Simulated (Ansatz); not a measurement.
# Quasi-harmonic thermodynamics of ReS (hypothetical, F-43m), part 3 of 3

Wanted: α(T), C_P(T) and B(T) of ReS (hypothetical) in the quasi-harmonic approximation. The crystal structure is hypothetical: it was made by swapping elements on a known structure type.

Ansatz 0.2.0; DFT PBEsol, scalar-relativistic, plane waves, PAW.

So far. Step 2 (Probe on a coarse mesh): The start is under -30 GPa at this level and looks like a metal on this mesh. Step 5 (Relaxing to small residual forces and stress): The residual pressure is 0.0056 GPa, small enough for phonons.

## (8) Phonons on strained cells, q-mesh 4×4×4

The study relaxes the crystal at several strains, solves the phonons on some of them and minimises the free energy at each temperature (static energy, vibrations, the electrons in a metal, and PV under a set pressure); the q-mesh sets how far the force constants reach.

input.yaml reads:

```yaml
crystal:
  lattice:
    - [0.0, 2.5918834164, 2.5918834164]
    - [2.5918834164, 0.0, 2.5918834164]
    - [2.5918834164, 2.5918834164, 0.0]
  atoms:
    - { symbol: Re, position: [0.0, 0.0, 0.0] }
    - { symbol: S, position: [0.25, 0.25, 0.25] }
kpoints:
  mp_grid: { grid: [16, 16, 16] }
hamiltonian:
  xc: pbesol
scf:
  occupations: { method: methfessel_paxton, width: 0.15 }
output:
  eigenvalues: true
phonons:
  method: dfpt
  qmesh: [4, 4, 4]
  temperatures: { t_max: 800.0, t_step: 50 }
  thermal_expansion: {}
```

Run with:

```sh
> ansatz run input.yaml --threads 4 --pin off --max-ram 8192MiB --backend cpu --events-out ev --progress --plain --runs-dir out
```

Numbers of over 12 decimals in the logs are rounded to 6 here.

What it wrote:

```text
The last accepted step is kept in <dir> (removed where the run ends without a failure and the disk answers)
Engine: ansatz 0.2.0, x86_64-unknown-linux-gnu
Pseudopotentials: kind: paw
Pseudopotential: Re, paw, valence charge 15, recommended cutoff 420 eV (normal), Re.paw.azcp
Pseudopotential: S, paw, valence charge 6, recommended cutoff 420 eV (normal), S.paw.azcp
Functional definition: PBEsol
  exchange = pbesol_x
  correlation = pbesol_c
Crystal: 2 atoms, lattice volume = 34.824 Å³
Basis set: ecut = 487.2 eV, 869 PW (Γ), exchange–correlation on 54×54×54 points (8 copies of the dense FFT grid, shifted against one another)
Bands: 15, of which v1, the nominal top of the filled ones, is band 11 counted from 1 (10 counted from 0)
Symmetry: 24 space group operations
Space group: F-43m (ITA 216), of the structure as read, at distance tolerance 3.3e-5 Å
k-points: 145 of 4096 (time reversal used)
Non-local potential: Re, projectors of the file, l = 0: 3, l = 1: 2, l = 2: 2, l = 3: 1
Non-local potential: S, projectors of the file, l = 0: 2, l = 1: 2, l = 2: 2
PAW form: soft (Blöchl's): semilocal exchange-correlation on the pseudo side does not see the compensation charge
PAW frozen core: Re, regenerated for the run's functional, and the local potential with it (the file was generated under x = pbe(κ = 0.804, μ = 0.219515), c = pbe(β = 0.066725))
PAW frozen core: S, regenerated for the run's functional, and the local potential with it (the file was generated under x = pbe(κ = 0.804, μ = 0.219515), c = pbe(β = 0.066725))
PAW one-centre angular grid: Re, 590 points (default); XC on 64 Gauss nodes
PAW one-centre angular grid: S, 110 points (default); XC on 64 Gauss nodes
Initial density: superposition of atomic densities (neutral atoms: chi_scale 0, normalization atom), corrected by the library's trained network
Initial wavefunctions: pseudopotential atomic-orbital guess
Functional: x = pbesol(κ = 0.804, μ = 0.123457), c = pbesol(β = 0.046)
SCF iter   1: F=—  HF=-11621.561929 eV  |F-HF|=—  |Δ(HF+E_count)|=         —  Δρ=6.36e-3  dr2=6.37e-3  ethr=1.77e-3  ⟨swp⟩=5.0  Hψ=12067  notcnv=0
preconditioner: auto → Kerker (q_TF=auto, 2.508 Å⁻¹)  [metal: Δε(μ)=0.006 eV  Ē_g=9.878 eV  σ=0.150 eV  W_gap=0.03  n_scr=14 (ndim 8)  ℏωp=22.7 eV  f_vac=0.003  D(μ)=2.58/eV (n_scr^D=26)]
SCF iter   2: F=—  HF=-11621.561830 eV  |F-HF|=—  |Δ(HF+E_count)|=   9.83e-5  S|Δr|=    0.00e0  Δρ=3.74e-3  dr2=2.36e-3  ethr=3.03e-5  ⟨swp⟩=1.5  Hψ=3589  notcnv=0
SCF iter   3: F=—  HF=-11621.562457 eV  |F-HF|=—  |Δ(HF+E_count)|=   6.27e-4  S|Δr|=    0.00e0  Δρ=5.16e-4  dr2=1.02e-4  ethr=1.12e-5  ⟨swp⟩=2.6  Hψ=3486  notcnv=0
[...]
Free energy (F): -11621.562505 eV
Harris-Foulkes:  -11621.562505 eV  (|F-HF|=5.46e-12)
Internal energy: -11621.560010 eV  (E = F + TS)
E sigma→0 (E₀):  -11621.561882 eV
Entropy (-TS):   -0.002495 eV (-1.248 meV/atom)
Fermi energy:    14.043375 eV
--- Per-component energies (eV) ---
  E_band       = -185.700309
  E_kinetic    = 654.192799
  E_local      = -1384.991286  (includes V_loc(G=0)·N_el)
  E_nonlocal   = 82.107314
  E_hartree    = 503.235719
  E_xc         = -497.405515
  E_vxc        = -391.737008  (∫ρ·V_xc dr)
  E_paw        = -9116.459802  (= ΣΔE_a)
  E_vpaw       = -151.743507  (= ΣTr[D̂ρ^β])
  E_aug_tail   = -0.000034  (compensation charges beyond the density's cutoff)
  E_ewald      = -1862.534414
  E_core_change = 0.295211  (= ΣΔE_core)
  E_smearing   = -0.002495  (= −TS)
  E_closure    = 0.000000  (closes the sum)
  Σ components = -11621.562505   (vs F -11621.562505, Δ=0.00e0)
--- Forces (eV/Å), atoms counted from 1 ---
  atom   1  Re    -0.00000000     0.00000000     0.00000000
  atom   2  S     -0.00000000     0.00000000     0.00000000
  max |Σ_I F_I| component: 2.59e-16 eV/Å
--- Stress (GPa, compression-positive) ---
        0.001947      -0.000000       0.000000
       -0.000000       0.001947      -0.000000
        0.000000      -0.000000       0.001947
  P = ⅓ Tr σ = 0.0019 GPa (0.019 kbar)
--- Band table (eV; the first three rows and the last of 145) ---
  k-point 0: bands = [... 7 lower, 7.6983, 12.8582, 12.8582, 15.3150, 18.9693, 18.9693, 18.9693, 22.3619]
  k-point 1: bands = [... 7 lower, 7.7227, 12.8335, 12.8335, 15.4811, 18.7895, 18.9871, 18.9871, 22.0708]
  k-point 2: bands = [... 7 lower, 7.7911, 12.7781, 12.7781, 15.9233, 18.2844, 18.9770, 18.9770, 21.4241]
  k-point 144: bands = [... 7 lower, 9.3293, 11.3372, 12.5870, 14.0042, 15.2917, 16.8616, 21.8762, 22.1910]
── thermal expansion: 3 new cells, 3 in all ──
thermal expansion: relaxation of cell 2
thermal expansion: relaxation of cell 3
── thermal expansion: 2 new cells, 5 in all ──
thermal expansion: relaxation of cell 4
thermal expansion: lower-state search of cell 4
thermal expansion: electrons of cell 4
thermal expansion: phonons of cell 4
WARN: thermal expansion: vibrations_at_or_below_zero in the phonons of 1 cell: 4
this run last wrote the structure of step 1 to <dir>
--- Relaxed structure (1 steps of the walk, 1 accepted, 0 SCFs on fresh bases) ---
  F+E_penalty+E_count = -11621.56250539 eV   max|allowed force component| = 1.850e-17 eV/Å
  atoms:
    - { symbol: Re, position: [0.0, 0.0, 0.0] }
    - { symbol: S, position: [0.25, 0.25, 0.25] }
--- Thermal expansion: 5 cells in 2 rounds, 0 GPa ---
  no lower state was reached at cell 4; its state was not examined: fill_not_monotonic
  not told: vibrations stand at or below zero in cell 4 (1.875 modes a cell, the lowest at -118.8 cm⁻¹): the crystal is at no minimum there, or its k-points are too few: type the crystal that it becomes, another pressure, or a denser kpoints.mp_grid, in a new run
  vibrations_at_or_below_zero in the phonons of 1 cell: 4
Error: vibrations stand at or below zero in cell 4 (1.875 modes a cell, the lowest at -118.8 cm⁻¹): the crystal is at no minimum there, or its k-points are too few: type the crystal that it becomes, another pressure, or a denser kpoints.mp_grid, in a new run
[key lines of the parts left out:]
SCF converged after 9 iterations
```

Elapsed: 12 min, on 4 threads of Intel Xeon Platinum 8488C (Sapphire Rapids), shared host; peak memory 4.8 GiB.

The run ended with an error.

The program's message: “vibrations stand at or below zero in cell 4 (1.875 modes a cell, the lowest at -118.8 cm⁻¹): the crystal is at no minimum there, or its k-points are too few: type the crystal that it becomes, another …”

## (9) Phonons of the refused cell

The study refused this cell, so its phonons are run alone to see which modes are imaginary.

input.yaml, the sections that differ from step 8:

```yaml
phonons:
  method: dfpt
  qmesh: [4, 4, 4]
  temperatures: { t_max: 1000, t_step: 50 }
  qpath:
    path:
      - [[0.0, 0.0, 0.0], [-0.5, -0.5, 0.0], [-0.375, -0.375, 0.25]]
      - [[-0.375, 0.0, 0.375], [0.0, 0.0, 0.0], [0.0, 0.0, 0.5], [-0.5, -0.25, 0.25], [-0.5, -0.5, 0.0]]
    npoints: 10
# crystal, kpoints, hamiltonian, scf, output: as in step 8
```

What it wrote:

```text
[...]
Crystal: 2 atoms, lattice volume = 34.824 Å³
Basis set: ecut = 420 eV, 701 PW (Γ), exchange–correlation on 50×50×50 points (8 copies of the dense FFT grid, shifted against one another)
Bands: 15, of which v1, the nominal top of the filled ones, is band 11 counted from 1 (10 counted from 0)
Symmetry: 24 space group operations
k-points: 145 of 4096 (time reversal used)
[...]
SCF iter   1: F=—  HF=-11621.559729 eV  |F-HF|=—  |Δ(HF+E_count)|=         —  Δρ=6.39e-3  dr2=6.36e-3  ethr=1.77e-3  ⟨swp⟩=5.0  Hψ=12128  notcnv=0
[...]
SCF iter   9: F=-11621.560308 eV  HF=-11621.560308 eV  |F-HF|=1.82e-12  |Δ(HF+E_count)|=    0.00e0  S|Δr|=    0.00e0  Δρ=1.30e-7  dr2=4.88e-12  ethr=1.00e-12  ⟨swp⟩=5.0  Hψ=10401  notcnv=0
SCF 1 converged in 9 iterations: F = -11621.560308 eV  dr2 = 4.88e-12
[...]
phonons: the bands overlap, so this run is a metal and interpolates without the dipole-dipole term. If the crystal is really an insulator or semiconductor, its LO-TO splitting is missing
NSCF: frozen V_eff on 145 k-points
[...]
DFPT response loops at q = (0, 0, 0) (fractional): preconditioner auto → Kerker (q_TF=auto, 2.508 Å⁻¹) (partly filled bands, converged f_vac=0.000); β = 1.00, the filter's whole step (`scf.mixing.beta` (0.50) is not read by the response loops under this deck's `scf.mixing.preconditioner`; to damp them name `kerker` or `kerker_dos`, under which they read `scf.mixing.beta`, and type it under 1.00, their step now; both keys bind the ground state too); Broyden in place of MSR1
[...]
SCF converged after 9 iterations
[...]
Free energy (F): -11621.560308 eV
[...]
Internal energy: -11621.557813 eV  (E = F + TS)
E sigma→0 (E₀):  -11621.559684 eV
Entropy (-TS):   -0.002495 eV (-1.247 meV/atom)
Fermi energy:    14.043421 eV
[...]
--- Band table (eV; the first three rows and the last of 145) ---
  k-point 0: bands = [... 7 lower, 7.6982, 12.8581, 12.8581, 15.3153, 18.9693, 18.9693, 18.9693, 22.3624]
  k-point 1: bands = [... 7 lower, 7.7226, 12.8334, 12.8334, 15.4813, 18.7896, 18.9871, 18.9871, 22.0714]
  k-point 2: bands = [... 7 lower, 7.7910, 12.7781, 12.7781, 15.9235, 18.2845, 18.9771, 18.9771, 21.4246]
  k-point 144: bands = [... 7 lower, 9.3293, 11.3372, 12.5869, 14.0042, 15.2916, 16.8616, 21.8765, 22.1915]
--- Phonons (Γ-DFPT): 2 representative perturbations + reference (Σ response iterations 6) ---
  ASR residual: 4.428e-5 → 0.000e0 eV/Å²; symmetrization residual: 1.130e-6 eV/Å²
  ASR residual per site (eV/Å²): 4.43e-5 2.97e-5
  Γ frequencies (cm⁻¹): 0.00 0.00 0.00 422.80 422.80 422.80
--- Phonons (arbitrary-q DFPT): 8 irreducible q on the 4×4×4 mesh ---
  q = [0.0000, 0.0000, 0.0000] (star 1, of the zone-centre solve; hermiticity 1.26e-7, symmetrization 1.64e-14): -0.00 0.00 0.00 422.80 422.80 422.80
  q = [0.0000, 0.0000, 0.2500] (star 8, 2 solved perturbations on 2176 of 4096 k-point pairs; hermiticity 2.85e-7, symmetrization 6.73e-14): -41.74 -41.74 93.23 381.22 412.60 412.60
[...]
q = [0.0000, 0.2500, 0.2500] (star 6, 4 solved perturbations in 3616 linear systems a pass and spin channel, the states on 1160 of 4096 k-point pairs; hermiticity 4.54e-7, symmetrization 1.18e-13): -34.38 -34.38 110.21 385.27 385.27 418.76
[...]
sum rule: each row above includes the acoustic sum rule's correction from the zone centre's row sums; it moved no ω² by more than (0.50 cm⁻¹)²
  mesh force constants: q→R imaginary residual 2.99e-18; ASR residual 4.428e-5 → 0.000e0 eV/Å²; symmetrization residual 7.105e-15 eV/Å²
  interpolated dispersion: 62 rows × 6 modes
  density of states and harmonic sums: on the 24×24×24 q-mesh, interpolated from the force constants of a 4×4×4 supercell (no non-analytic term)
  largest difference from the sums on the solved wave vectors: F 1.04e-2 eV, S 1.44e-5 and C_V 3.99e-6 eV/K
  zero-point energy: 0.082600 eV/cell   skipped modes (ω ≤ 0): 799, of them read as no rigid motion or as one in doubt: 796 (1.967e0 modes/cell left out, lowest -118.88 cm⁻¹)   left out of the sums: 3.28e-1 of the cell's modes: C_V's classical limit lies that fraction below 3 k_B per atom; for a crystal, a wire or a layer, F and S can be off by more, and a phonons.interpolated_qmesh denser along its periods is the remedy for the sampling
```

It took 7.1 min on 4 threads; peak memory 4.7 GiB; 26 min of CPU time.

This step gave:

* Γ frequencies: 0, 0, 0, 422.8, 422.8, 422.8 cm⁻¹ (negative: imaginary)
* lowest frequency on the path: -118.9 cm⁻¹
* point group: -43m
* highest frequency: 422.8 cm⁻¹

No LO-TO term. Phonon branches along the path, in cm⁻¹:

| point | branch 1 | branch 2 | branch 3 | branch 4 | branch 5 | branch 6 |
| --- | --- | --- | --- | --- | --- | --- |
| Γ | 0 | 0 | 0 | 423 | 423 | 423 |
| halfway | -34 | -34 | 110 | 385 | 385 | 419 |
| X | 32 | 32 | 141 | 397 | 397 | 407 |
| halfway | -63 | -21 | 148 | 393 | 396 | 406 |
| U | -104 | -52 | 152 | 385 | 393 | 409 |
| jump to K | -104 | -52 | 152 | 385 | 393 | 409 |
| halfway | -65 | -38 | 116 | 383 | 401 | 412 |
| Γ | 0 | 0 | 0 | 423 | 423 | 423 |
| halfway | -42 | -42 | 93 | 381 | 413 | 413 |
| L | -29 | -29 | 122 | 419 | 419 | 423 |
| halfway | -93 | -53 | 144 | 394 | 399 | 414 |
| W | -119 | -81 | 158 | 374 | 400 | 407 |
| halfway | -80 | -60 | 152 | 385 | 401 | 403 |
| X | 32 | 32 | 141 | 397 | 397 | 407 |

The phonon branches as a text plot (rows in cm⁻¹):

```
    412 |********************************************************
    389 |    ***********************      *****      ************
    366 |                                                ***
    344 |
    321 |
    299 |
    276 |
    254 |
    231 |
    208 |
    186 |
    163 |                                               ******
    141 |        **************                     ****      ***
    118 |      **              **             ******
     96 |    **                  *          **
     73 |   *                     **       *
     50 |  *                        *    **
     28 | *      ******              *  *                       *
      5 |*            *               **
    -17 | *     *      *             *  **                     *
    -40 |  *****        **  *********     ************        *
    -62 |              *  **    **                  * ***    **
    -85 |               *    ***                     **  *****
   -108 |                ****                          ******
         Γ           X  U|K            Γ         L        W     X
```

The phonon density of states has structure finer than the step of the table below, so its rows give means over 20 cm⁻¹, whole bins alone (the curve runs from -118 to 422 cm⁻¹). Peaks (cm⁻¹: height): -37.5: 0.0655, 147.5: 0.0301, 397.5: 0.102, 407.5: 0.102.

Tetrahedra on 24 24 24, mean over bins of 5 cm⁻¹. Phonon density of states against wavenumber; means over each step:

| wavenumber (cm⁻¹) | phonon density of states (1/cm⁻¹/cell) |
| --- | --- |
| -100 | 0.0117 |
| -80 | 0.0137 |
| -60 | 0.0248 |
| -40 | 0.0410 |
| -20 | 0.00423 |
| 0 | 0.00105 |
| 20 | 8.8e-4 |
| 40 | 3.7e-4 |
| 60 | 8.3e-4 |
| 80 | 0.00177 |
| 100 | 0.00390 |
| 120 | 0.0112 |
| 140 | 0.0237 |
| 160 | 0.00822 |
| 180 | 0 |
| 200 | 0 |
| 220 | 0 |
| 240 | 0 |
| 260 | 0 |
| 280 | 0 |
| 300 | 0 |
| 320 | 0 |
| 340 | 0 |
| 360 | 1.2e-5 |
| 380 | 0.0333 |
| 400 | 0.0814 |

No LO-TO term. Modes at Γ, with each element's share of the kinetic energy:

| mode | frequency (cm⁻¹) | symmetry | Re % | S % |
| --- | --- | --- | --- | --- |
| 1 | 0.0 | T2 | 85 | 15 |
| 2 | 0.0 | T2 | 85 | 15 |
| 3 | 0.0 | T2 | 85 | 15 |
| 4 | 422.8 | T2 | 15 | 85 |
| 5 | 422.8 | T2 | 15 | 85 |
| 6 | 422.8 | T2 | 15 | 85 |

Displacements in mode 5 (422.8 cm⁻¹), the largest set to 1:
```
Re1  0.10 -0.17 -0.04
S2  -0.60  1.00  0.26
```

Lowest modes at the softest wavevector of the mesh; phase exp(i q.(R + tau)). The modes at q = (0.250, 0.500, -0.250) (shares of kinetic energy by element, %) (negative means imaginary):

| mode | frequency (cm⁻¹) | Re % | S % |
| --- | --- | --- | --- |
| 1 | -118.9 | 76 | 24 |
| 2 | -81.4 | 85 | 15 |
| 3 | 158.5 | 100 | 0 |
| 4 | 374.4 | 24 | 76 |
| 5 | 399.7 | 0 | 100 |
| 6 | 406.9 | 15 | 85 |

Displacements in mode 1 (-118.9 cm⁻¹), the largest set to 1, in the home cell (x, y, z of the real part, then of the imaginary part):
```
Re1  0.00  1.00  0.00  0.00  0.00  0.00
S2   0.67  0.00  0.67 -0.67  0.00  0.67
```

Displacements in mode 3 (158.5 cm⁻¹), the largest set to 1, in the home cell (x, y, z of the real part, then of the imaginary part):
```
Re1 1.00 0.00 0.00 0.00 0.00 1.00
S2  0.00 0.00 0.00 0.00 0.00 0.00
```

The modes has structure finer than the step of the table below, so its rows give means over 25 cm⁻¹, whole bins alone (the curve runs from -128 to 446 cm⁻¹). Peaks (cm⁻¹: height): Re -41.5: 0.0434, 146.1: 0.0272, 395.0: 0.0133; S 409.4: 0.0775.

Phonopy on the run's constants, 19x19x19 mesh, Gaussian sigma 4.1 cm⁻¹. The modes by wavenumber; means over each step; values in 1/cm⁻¹/cell:

| wavenumber (cm⁻¹) | Re | S |
| --- | --- | --- |
| -100 | 0.00902 | 0.00216 |
| -75 | 0.0130 | 0.00275 |
| -50 | 0.0302 | 0.00611 |
| -25 | 0.0114 | 0.00223 |
| 0 | 7.9e-4 | 1.6e-4 |
| 25 | 5.7e-4 | 1.1e-4 |
| 50 | 5.1e-4 | 8.2e-5 |
| 75 | 0.00129 | 1.8e-4 |
| 100 | 0.00370 | 3.6e-4 |
| 125 | 0.0136 | 6.1e-4 |
| 150 | 0.0190 | 2.8e-4 |
| 175 | 2.3e-4 | 6.4e-7 |
| 200 | 0 | 0 |
| 225 | 0 | 0 |
| 250 | 0 | 0 |
| 275 | 0 | 0 |
| 300 | 0 | 0 |
| 325 | 0 | 0 |
| 350 | 0 | 7.2e-7 |
| 375 | 0.00336 | 0.0163 |
| 400 | 0.0101 | 0.0696 |
| 425 | 0.00192 | 0.0186 |

The lowest solved frequency is -119 cm⁻¹, so the cell is unstable here and gives no valid free energy.

## (10) What came out

| Item | Value |
| --- | --- |
| lowest frequency at the solved wavevectors | -119 cm⁻¹ |

In words: With imaginary harmonic modes at the relaxed cell the quasi-harmonic free energy is undefined, so no expansion is obtained for this phase at this level. The softest solved mode is 119i cm⁻¹ at q = (0.25, -0.5, -0.25), and 6 of 8 solved wavevectors carry a mode beyond 8i cm⁻¹. In a metal soft modes also hang on the k-mesh and the smearing, which were not converged here. The PAW files were made for PBE and are used here under another functional, for which the program regenerates the frozen cores. The cell has an odd number of electrons and the run has no spin polarisation, so it is forced to be a metal; the real compound may order or distort.

[Logs are printed without paths, hosts, clocks, repeated set-up lines and the standing remarks that a program may print on its own settings, such as how far it seeks lower states.]

[Hosts, paths, dates, database ids (printed as entryN), source tags and the programs' standing remarks are cut or masked in the printed files.]

[A step with changed settings may run another functional than the one named; its input shows which.]
